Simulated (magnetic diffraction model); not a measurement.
# TmSi2Pt: the ordered moment from one line

Space group Immm (no. 71), a = 4.2290 Å, b = 8.5470 Å, c = 15.7900 Å.

```
site  atom    x       y       z
  8l    Pt  1/2  0.7689  0.8618
  4g    Tm    0  0.7301       0
  4j    Tm  1/2       0  0.7020
  4i    Si    0       0  0.5777
  4j    Si    0     1/2  0.5722
  8l    Si  1/2  0.6595  0.7050
```

The compound is invented for this exercise: a known structure type with other elements, its cell scaled to their sizes and not relaxed.

Only Tm is taken to order (form factors of Tm3+); orders and moment sizes are assumed, and not adapted to the symmetry. Radiation: neutrons of λ = 2.36 Å, 2° to 55°; isotropic B of 0.23 Å² (Pt), 0.23 Å² (Tm) and 0.34 Å² (Si). The intensities are simulated: I ∝ L Σ (|F_N|² + |F_M⊥|²) for unpolarised neutrons, with F_M = 2.695 fm/μB × Σ f(s) S exp(2πi Q·r) exp(−B s²) at Q = H ± k (one set where k and −k are equivalent), only the part normal to Q counting and L = 1/(sin²θ cos θ). For a modulated order the moment at position r is S exp(−2πi k·r) + c.c., with S = m/2 for a sine wave of amplitude m and S = m(u + iv)/2 for moments turning in a plane, u and v being orthogonal unit vectors in it; the phase factor of the sum at Q = H + k is then exp(2πi H·r). Form factors are spin-only for 3d ions and dipole or tabulated for f ions, scattering lengths are Sears's of 1992, and absorption is left out. A label names one of the reflections at its angle. The strongest nuclear line in the range is 100, and lines under 0.2 are left out.

In a first state the assumed order is k = (0 0 1/5), moments turning in the plane of [001] and [100], 3.8 μB on Tm; signs + at (0, 0.7301, 0), − at (0, 0.2699, 0), + at (1/2, 0, 0.7020), + at (0, 1/2, 0.7980), with this pattern:

```tsv
2θ (°)	index	nuclear	magnetic
15.46	(0 0 9/5)	0.0	6.1
17.19	(0 0 2)	4.7	0.0
17.31	(0 1 4/5)	0.0	28.2
18.93	(0 0 11/5)	0.0	4.0
18.95	(0 1 6/5)	0.0	21.7
29.04	(0 1 14/5)	0.0	10.4
32.06	(0 2 0)	15.9	0.0
32.06	(0 1 16/5)	0.0	8.1
32.11	(0 2 1/5)	0.0	8.6
32.99	(0 0 19/5)	0.0	0.2
33.16	(1 0 4/5)	0.0	0.3
33.58	(1 0 1)	10.8	0.0
34.09	(1 0 6/5)	0.0	0.3
34.79	(0 0 4)	4.2	0.0
35.77	(0 2 9/5)	0.0	4.3
36.28	(1 1 0)	4.5	0.0
```
(The table stops after 16 lines; 27 more lie at higher angle.)

**Question.** Nearer the ordering temperature the line at 17.31° has total intensity 2.5 on the same scale, and all moments have shrunk alike. How large is the Tm moment?

The nuclear part, 0.0, stays, so the magnetic part is 2.5 against 28.2. It goes as m², so m = 3.8 × √(2.5/28.2) = 1.13 μB; the value used was 1.14 μB.

[Logs are printed without paths, hosts, clocks, repeated set-up lines and the standing remarks that a program may print on its own settings, such as how far it seeks lower states.]
